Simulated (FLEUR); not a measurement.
## HoBi: which magnetic order is lowest

Wanted: the moments of HoBi and the energy of each order that was tried.

Method: LDA (VWN) with U = 6 eV on Ho f; all-electron FLAPW, Dirac cores, scalar-relativistic bands, in FLEUR MaX-R8.1.

This is a report of a sequence of runs, with most program output left out.

## Step 1: Starting point

Symmetry: Fm-3m, No. 225, cubic system. Conventional cell: a = 6.228 Å, b = 6.228 Å, c = 6.228 Å, α = 90.00°, β = 90.00°, γ = 90.00°. Ho has 6 Bi at 3.11 Å nearest. Nearest to Bi lie 6 Ho at 3.11 Å. Farther neighbours are not listed.

Structure file:

```cif
data_structure
_symmetry_space_group_name_H-M 'P 1'
_symmetry_Int_Tables_number 1
_cell_length_a 4.4039
_cell_length_b 4.4039
_cell_length_c 4.4039
_cell_angle_alpha 60.000
_cell_angle_beta 60.000
_cell_angle_gamma 60.000
_cell_volume 60.39
loop_
_atom_site_label
_atom_site_type_symbol
_atom_site_fract_x
_atom_site_fract_y
_atom_site_fract_z
_atom_site_occupancy
Ho1 Ho 0.00000 0.00000 0.00000 1
Bi2 Bi 0.50000 0.50000 0.50000 1
```

## Step 2: Run 1 (ferro +)

The parallel start comes first: it shows whether parallel moments hold. The U counters the self-interaction that shrinks the moments of a localised shell.

The file n_mmp_mat seeds the f occupations with whole cubic orbitals by Hund's first rule, so that the U acts from the first pass. inpgen writes inp.xml from crystal.txt; cutoffs, mixing, functional, smearing and local orbitals are then set in the file. The k list default-1 (kpts.xml, not shown) is a Γ-centred 8×8×8 mesh; where the ranks do not divide the number of points, some are split in two of half the weight.

Contents of inp.xml:

```
<?xml version="1.0" encoding="UTF-8" standalone="no"?>
<fleurInput fleurInputVersion="0.39">
   <comment>
      HoBi
   </comment>
   <calculationSetup>
      <cutoffs Kmax="3.6" Gmax="10.8" GmaxXC="10.8" numbands="0"/>
      <scfLoop itmax="130" minDistance="0.0001" maxIterBroyd="15" imix="Anderson" alpha="0.05" precondParam="0.0" spinf="2.0" sdNocoIR="T"/>
      <coreElectrons ctail="T" frcor="F" kcrel="0" coretail_lmax="0"/>
      <xcFunctional name="vwn" relativisticCorrections="F"/>
      <magnetism jspins="2"/>
      <soc l_soc="F" theta="0.0" phi="0.0" spav="F"/>
      <expertModes spex="0" secvar="F"/>
      <geometryOptimization l_f="F" forcealpha="1.0" forcemix="BFGS" epsdisp="0.00001" epsforce="0.00001"/>
      <ldaU l_linMix="F" mixParam="0.05" spinf="1.0"/>
   </calculationSetup>
   <cell>
      <bzIntegration valenceElectrons="36.0" mode="hist" fermiSmearingEnergy="0.00293995">
         <kPointListSelection listName="default-1"/>
         <xi:include xmlns:xi="http://www.w3.org/2001/XInclude" href="kpts.xml"> </xi:include>
      </bzIntegration>
      <xi:include xmlns:xi="http://www.w3.org/2001/XInclude" href="sym.xml"> </xi:include>
      <bulkLattice scale="1.0">
         <bravaisMatrix>
            <row-1>    0.0000000000000000     5.8846071520043992     5.8846071520043992</row-1>
            <row-2>    5.8846071520043992     0.0000000000000000     5.8846071520043992</row-2>
            <row-3>    5.8846071520043992     5.8846071520043992     0.0000000000000000</row-3>
         </bravaisMatrix>
      </bulkLattice>
   </cell>
   <atomSpecies>
      <species name="Holmium (H4.001" element="Ho" atomicNumber="67">
         <mtSphere radius="2.8" gridPoints="925" logIncrement="0.014"/>
         <atomicCutoffs lmax="10" lnonsphr="8"/>
         <electronConfig flipSpins="F">
            <coreConfig>(1s1/2) (2s1/2) (2p1/2) (2p3/2) (3s1/2) (3p1/2) (3p3/2) (4s1/2) (3d3/2) (3d5/2) (4p1/2) (4p3/2) (4d3/2) (4d5/2)</coreConfig>
            <valenceConfig>(5s1/2) (5p1/2) (5p3/2) (6s1/2) (4f5/2) (4f7/2)</valenceConfig>
            <stateOccupation state="(4f5/2)" spinUp="3.0" spinDown="1.7142857142857"/>
            <stateOccupation state="(4f7/2)" spinUp="4.0" spinDown="2.2857142857143"/>
         </electronConfig>
         <energyParameters s="6" p="6" d="5" f="4"/>
         <ldaU l="3" U="6.0" J="0.0" l_amf="F"/>
         <lo type="SCLO" l="0" n="5" eDeriv="0"/>
         <lo type="SCLO" l="1" n="5" eDeriv="0"/>
      </species>
      <species name="Bismuth (Bi)" element="Bi" atomicNumber="83">
         <mtSphere radius="2.8" gridPoints="925" logIncrement="0.015"/>
         <atomicCutoffs lmax="10" lnonsphr="8"/>
         <electronConfig flipSpins="F">
            <coreConfig>(1s1/2) (2s1/2) (2p1/2) (2p3/2) (3s1/2) (3p1/2) (3p3/2) (4s1/2) (3d3/2) (3d5/2) (4p1/2) (4p3/2) (5s1/2) (4d3/2) (4d5/2) (5p1/2) (5p3/2) (4f5/2) (4f7/2)</coreConfig>
            <valenceConfig>(6s1/2) (5d3/2) (5d5/2) (6p1/2) (6p3/2)</valenceConfig>
            <stateOccupation state="(6p1/2)" spinUp="0.500000" spinDown="0.500000"/>
            <stateOccupation state="(6p3/2)" spinUp="1.000000" spinDown="1.000000"/>
         </electronConfig>
         <energyParameters s="6" p="6" d="6" f="5"/>
         <lo type="SCLO" l="2" n="5" eDeriv="0"/>
      </species>
   </atomSpecies>
   <atomGroups>
      <atomGroup species="Holmium (H4.001">
         <relPos label="                   1">.0000000000 .0000000000 .0000000000</relPos>
         <force calculate="T" relaxXYZ="TTT"/>
      </atomGroup>
      <atomGroup species="Bismuth (Bi)">
         <relPos label="                   2">1.000/2.000 1.000/2.000 1.000/2.000</relPos>
         <force calculate="T" relaxXYZ="TTT"/>
      </atomGroup>
   </atomGroups>
   <output dos="F" band="F" slice="F">
      <bandDOS minEnergy="-.5*Htr" maxEnergy="0.5*Htr" sigma="0.015" storeEVData="T"/>
      <plotting iplot="0" polar="F">
         <plot TwoD="T" vec1="  1.0  0.0  0.0" vec2="  0.0  1.0  0.0" vec3="  0.0  0.0  1.0" zero="  0.0  0.0  0.0" file="plot"/>
      </plotting>
      <moessbauerParams electricFieldGradient="F" isomerShift="F" coreHyperfine="F" valenceHyperfine="F"/>
   </output>
</fleurInput>
```

Contents of crystal.txt:

```
HoBi
&input film=F cartesian=F /
0.00000000000  3.11400000000  3.11400000000
3.11400000000  0.00000000000  3.11400000000
3.11400000000  3.11400000000  0.00000000000
1.8897261246
1.0 1.0 1.0

2
67 0.00000000000  0.00000000000  0.00000000000 : 4.001
83 0.50000000000  0.50000000000  0.50000000000

&kpt div1=8 div2=8 div3=8 gamma=T /
```

Started as:

```bash
$ OMP_NUM_THREADS=1 inpgen -f crystal.txt > inpgen.log  # inp.xml is then edited as shown
$ OMP_NUM_THREADS=1 mpirun -n 4 fleur_MPI > fleur.log
```

It took 34 s on 4 MPI ranks of Arm Neoverse V1, shared host; peak memory 0.23 GiB.

Read from the output:

| Quantity | Value |
| --- | --- |
| free energy | -930374.1517 eV |
| program's band gap on this mesh (in a metal only a level spacing) | 0.02414 eV |
| magnetization | 3.965 μB |
| final state | ferromagnetic |
| largest moment | 3.974 μB |

After 32 cycles the largest moment stands at 3.97 μB.

## Step 3: Order 2, typed as antiferro q=(0,0,1/2) +-

Another pattern of signs weighs the neighbour shells otherwise.

This order needs a doubled cell of 4 atoms. The mesh is halved along the doubled vector, so that both cells sample the same points. The k list default-1 (kpts.xml, not shown) is a Γ-centred 8×8×4 mesh.

Edit inp.xml of step 2 so:

```diff
@@ -17,3 +17,3 @@
    <cell>
-      <bzIntegration valenceElectrons="36.0" mode="hist" fermiSmearingEnergy="0.00293995">
+      <bzIntegration valenceElectrons="72.0" mode="hist" fermiSmearingEnergy="0.00293995">
          <kPointListSelection listName="default-1"/>
@@ -26,3 +26,3 @@
             <row-2>    5.8846071520043992     0.0000000000000000     5.8846071520043992</row-2>
-            <row-3>    5.8846071520043992     5.8846071520043992     0.0000000000000000</row-3>
+            <row-3>   11.7692143040087984    11.7692143040087984     0.0000000000000000</row-3>
          </bravaisMatrix>
@@ -39,2 +39,16 @@
             <stateOccupation state="(4f7/2)" spinUp="4.0" spinDown="2.2857142857143"/>
+         </electronConfig>
+         <energyParameters s="6" p="6" d="5" f="4"/>
+         <ldaU l="3" U="6.0" J="0.0" l_amf="F"/>
+         <lo type="SCLO" l="0" n="5" eDeriv="0"/>
+         <lo type="SCLO" l="1" n="5" eDeriv="0"/>
+      </species>
+      <species name="Holmium (H-4.001" element="Ho" atomicNumber="67">
+         <mtSphere radius="2.8" gridPoints="925" logIncrement="0.014"/>
+         <atomicCutoffs lmax="10" lnonsphr="8"/>
+         <electronConfig flipSpins="F">
+            <coreConfig>(1s1/2) (2s1/2) (2p1/2) (2p3/2) (3s1/2) (3p1/2) (3p3/2) (4s1/2) (3d3/2) (3d5/2) (4p1/2) (4p3/2) (4d3/2) (4d5/2)</coreConfig>
+            <valenceConfig>(5s1/2) (5p1/2) (5p3/2) (6s1/2) (4f5/2) (4f7/2)</valenceConfig>
+            <stateOccupation state="(4f5/2)" spinUp="1.7142857142857" spinDown="3.0"/>
+            <stateOccupation state="(4f7/2)" spinUp="2.2857142857143" spinDown="4.0"/>
          </electronConfig>
@@ -63,4 +77,9 @@
       </atomGroup>
+      <atomGroup species="Holmium (H-4.001">
+         <relPos label="                   2">.0000000000 .0000000000 1.000/2.000</relPos>
+         <force calculate="T" relaxXYZ="TTT"/>
+      </atomGroup>
       <atomGroup species="Bismuth (Bi)">
-         <relPos label="                   2">1.000/2.000 1.000/2.000 1.000/2.000</relPos>
+         <relPos label="                   3">1.000/2.000 1.000/2.000 1.000/4.000</relPos>
+         <relPos label="                   4">1.000/2.000 1.000/2.000 -1.000/4.000</relPos>
          <force calculate="T" relaxXYZ="TTT"/>
```

Contents of crystal.txt:

```
HoBi
&input film=F cartesian=F /
0.00000000000  3.11400000000  3.11400000000
3.11400000000  0.00000000000  3.11400000000
6.22800000000  6.22800000000  0.00000000000
1.8897261246
1.0 1.0 1.0

4
67 0.00000000000  0.00000000000  0.00000000000 : 4.001
67 0.00000000000  0.00000000000  0.50000000000 : -4.001
83 0.50000000000  0.50000000000  0.25000000000
83 0.50000000000  0.50000000000  0.75000000000

&kpt div1=8 div2=8 div3=4 gamma=T /
```

Elapsed: 7.7 min, on 4 MPI ranks; peak memory 0.54 GiB; 31 min of CPU time.

Spin moment in the muffin-tin sphere by atom:

| atom | spin moment in the muffin-tin sphere (μB) |
| --- | --- |
| Ho1 | 3.99 |
| Ho2 | -3.99 |
| Bi3 | 0.00 |
| Bi4 | 0.00 |

Read from the output:

```
free energy                                                       : -1860748.3061 eV
program's band gap on this mesh (in a metal only a level spacing) : 0.004619 eV
magnetization                                                     : 0 μB
final state                                                       : antiferromagnetic
```

It lies 1.36 meV a seeded atom under the first start, and its largest moment is 3.99 μB against 3.97 μB.

## Step 4: Start 3: antiferro q=(0,1/2,1/2) +-

Reversing part of the moments tests the sign of the couplings between them.

The cell is doubled to 4 atoms to hold this order. The mesh is halved along the doubled vector, so that both cells sample the same points. The k list default-1 (kpts.xml, not shown) is a Γ-centred 8×4×8 mesh.

Edit inp.xml of step 3 so:

```diff
@@ -25,4 +25,4 @@
             <row-1>    0.0000000000000000     5.8846071520043992     5.8846071520043992</row-1>
-            <row-2>    5.8846071520043992     0.0000000000000000     5.8846071520043992</row-2>
-            <row-3>   11.7692143040087984    11.7692143040087984     0.0000000000000000</row-3>
+            <row-2>   11.7692143040087984     0.0000000000000000    11.7692143040087984</row-2>
+            <row-3>   11.7692143040087984     5.8846071520043992     5.8846071520043992</row-3>
          </bravaisMatrix>
@@ -78,3 +78,3 @@
       <atomGroup species="Holmium (H-4.001">
-         <relPos label="                   2">.0000000000 .0000000000 1.000/2.000</relPos>
+         <relPos label="                   2">.0000000000 1.000/2.000 .0000000000</relPos>
          <force calculate="T" relaxXYZ="TTT"/>
@@ -82,4 +82,7 @@
       <atomGroup species="Bismuth (Bi)">
-         <relPos label="                   3">1.000/2.000 1.000/2.000 1.000/4.000</relPos>
-         <relPos label="                   4">1.000/2.000 1.000/2.000 -1.000/4.000</relPos>
+         <relPos label="                   3">1.000/2.000 .0000000000 1.000/2.000</relPos>
+         <force calculate="T" relaxXYZ="TTT"/>
+      </atomGroup>
+      <atomGroup species="Bismuth (Bi)">
+         <relPos label="                   4">1.000/2.000 1.000/2.000 1.000/2.000</relPos>
          <force calculate="T" relaxXYZ="TTT"/>
```

Contents of crystal.txt:

```
HoBi
&input film=F cartesian=F /
0.00000000000  3.11400000000  3.11400000000
6.22800000000  0.00000000000  6.22800000000
6.22800000000  3.11400000000  3.11400000000
1.8897261246
1.0 1.0 1.0

4
67 0.00000000000  0.00000000000  0.00000000000 : 4.001
67 0.00000000000  0.50000000000  0.00000000000 : -4.001
83 0.50000000000  0.00000000000  0.50000000000
83 0.50000000000  0.50000000000  0.50000000000

&kpt div1=8 div2=4 div3=8 gamma=T /
```

Elapsed: 8.4 min, on 4 MPI ranks; peak memory 0.55 GiB; 33 min of CPU time.

Spin moment in the muffin-tin sphere by atom:

| atom | spin moment in the muffin-tin sphere (μB) |
| --- | --- |
| Ho1 | 3.98 |
| Ho2 | -3.98 |
| Bi3 | 0.01 |
| Bi4 | -0.01 |

Read from the output:

* free energy: -1860748.3040 eV
* program's band gap on this mesh (in a metal only a level spacing): 1.92e-7 eV
* magnetization: 0 μB
* final state: antiferromagnetic

It lies 0.309 meV a seeded atom under the first start, and its largest moment is 3.98 μB against 3.97 μB.

## Step 5: Energies of the orders

Free energies are divided by the number of seeded atoms, so that cells of unlike size compare. Wavevectors q in the names are fractions of the primitive cell's reciprocal vectors.

Orders:

| start | final state | typed order kept | energy over the lowest (meV a seeded atom) | largest sphere moment (μB) | net moment (μB a primitive cell) | mesh matched | CPU time (s) |
| --- | --- | --- | --- | --- | --- | --- | --- |
| ferro + | ferromagnetic | yes | 1.358 | 3.974 | 3.965 | yes | 137.3 |
| antiferro q=(0,0,1/2) +- | antiferromagnetic | yes | 0 | 3.992 | 0 | yes | 1858 |
| antiferro q=(0,1/2,1/2) +- | antiferromagnetic | yes | 1.049 | 3.981 | 0 | yes | 2006 |

## Step 6: Spin–orbit coupling, moments along [001]

Spin–orbit coupling ties the spins to the lattice and lets orbital moments form.

A new self-consistent run of the start antiferro q=(0,0,1/2) +-, with the moments along z. Here n_mmp_mat seeds f states of whole m by Hund's three rules. The k list default-1 (kpts.xml, not shown) is a Γ-centred 8×8×4 mesh.

Edit inp.xml of step 2 so:

```diff
@@ -6,3 +6,3 @@
    <calculationSetup>
-      <cutoffs Kmax="3.6" Gmax="10.8" GmaxXC="10.8" numbands="0"/>
+      <cutoffs Kmax="3.6" Gmax="10.8" GmaxXC="10.8" numbands="152"/>
       <scfLoop itmax="130" minDistance="0.0001" maxIterBroyd="15" imix="Anderson" alpha="0.05" precondParam="0.0" spinf="2.0" sdNocoIR="T"/>
@@ -11,3 +11,3 @@
       <magnetism jspins="2"/>
-      <soc l_soc="F" theta="0.0" phi="0.0" spav="F"/>
+      <soc l_soc="T" theta="0.0" phi="0.0" spav="F"/>
       <expertModes spex="0" secvar="F"/>
@@ -17,3 +17,3 @@
    <cell>
-      <bzIntegration valenceElectrons="36.0" mode="hist" fermiSmearingEnergy="0.00293995">
+      <bzIntegration valenceElectrons="72.0" mode="hist" fermiSmearingEnergy="0.00293995">
          <kPointListSelection listName="default-1"/>
@@ -26,3 +26,3 @@
             <row-2>    5.8846071520043992     0.0000000000000000     5.8846071520043992</row-2>
-            <row-3>    5.8846071520043992     5.8846071520043992     0.0000000000000000</row-3>
+            <row-3>   11.7692143040087984    11.7692143040087984     0.0000000000000000</row-3>
          </bravaisMatrix>
@@ -39,2 +39,16 @@
             <stateOccupation state="(4f7/2)" spinUp="4.0" spinDown="2.2857142857143"/>
+         </electronConfig>
+         <energyParameters s="6" p="6" d="5" f="4"/>
+         <ldaU l="3" U="6.0" J="0.0" l_amf="F"/>
+         <lo type="SCLO" l="0" n="5" eDeriv="0"/>
+         <lo type="SCLO" l="1" n="5" eDeriv="0"/>
+      </species>
+      <species name="Holmium (H-4.001" element="Ho" atomicNumber="67">
+         <mtSphere radius="2.8" gridPoints="925" logIncrement="0.014"/>
+         <atomicCutoffs lmax="10" lnonsphr="8"/>
+         <electronConfig flipSpins="F">
+            <coreConfig>(1s1/2) (2s1/2) (2p1/2) (2p3/2) (3s1/2) (3p1/2) (3p3/2) (4s1/2) (3d3/2) (3d5/2) (4p1/2) (4p3/2) (4d3/2) (4d5/2)</coreConfig>
+            <valenceConfig>(5s1/2) (5p1/2) (5p3/2) (6s1/2) (4f5/2) (4f7/2)</valenceConfig>
+            <stateOccupation state="(4f5/2)" spinUp="1.7142857142857" spinDown="3.0"/>
+            <stateOccupation state="(4f7/2)" spinUp="2.2857142857143" spinDown="4.0"/>
          </electronConfig>
@@ -63,4 +77,9 @@
       </atomGroup>
+      <atomGroup species="Holmium (H-4.001">
+         <relPos label="                   2">.0000000000 .0000000000 1.000/2.000</relPos>
+         <force calculate="T" relaxXYZ="TTT"/>
+      </atomGroup>
       <atomGroup species="Bismuth (Bi)">
-         <relPos label="                   2">1.000/2.000 1.000/2.000 1.000/2.000</relPos>
+         <relPos label="                   3">1.000/2.000 1.000/2.000 1.000/4.000</relPos>
+         <relPos label="                   4">1.000/2.000 1.000/2.000 -1.000/4.000</relPos>
          <force calculate="T" relaxXYZ="TTT"/>
```

Contents of crystal.txt:

```
HoBi
&input film=F cartesian=F /
0.00000000000  3.11400000000  3.11400000000
3.11400000000  0.00000000000  3.11400000000
6.22800000000  6.22800000000  0.00000000000
1.8897261246
1.0 1.0 1.0

4
67 0.00000000000  0.00000000000  0.00000000000 : 4.001
67 0.00000000000  0.00000000000  0.50000000000 : -4.001
83 0.50000000000  0.50000000000  0.25000000000
83 0.50000000000  0.50000000000  0.75000000000

&soc 0.0000000 0.0000000 /
&kpt div1=8 div2=8 div3=4 gamma=T /
```

The job ended after 21 min (4 MPI ranks; peak memory 1.5 GiB).

The run was cut off at its time limit.

After 19 cycles the density distance stands at 0.69 me/bohr³, above the threshold of 0.0001.

## Step 7: Results

| Item | Value |
| --- | --- |
| lowest state found | antiferromagnetic (typed antiferro q=(0,0,1/2) +-) |
| largest site spin moment | 3.99 μB |
| next finished state | antiferromagnetic, 1.05 meV a seeded atom higher |

In words: The lowest state found is antiferromagnetic, reached from the start antiferro q=(0,0,1/2) +-, with moments up to 3.99 μB. The two lowest states lie so close that the mesh, the functional or spin–orbit coupling could swap them. The self-consistent run with spin–orbit coupling gave no result. Only 3 starts were tried; other patterns of signs, canted and longer-period orders were not. Open f shells have many stationary orbital fillings, so the state need not be the lowest, and spin-only moments miss the orbital part.

[Logs and program files are shortened in this print: banners, set-up blocks, solver, clock and traceback lines can be left out without a mark of their own.]

[Logs are printed without paths, hosts, clocks, repeated set-up lines and the standing remarks that a program may print on its own settings, such as how far it seeks lower states.]

[Hosts, paths, dates, database ids (printed as entryN), source tags and the programs' standing remarks are cut or masked in the printed files.]

[Where a cell is said to come from a database of computed structures, the database is the Materials Project.]
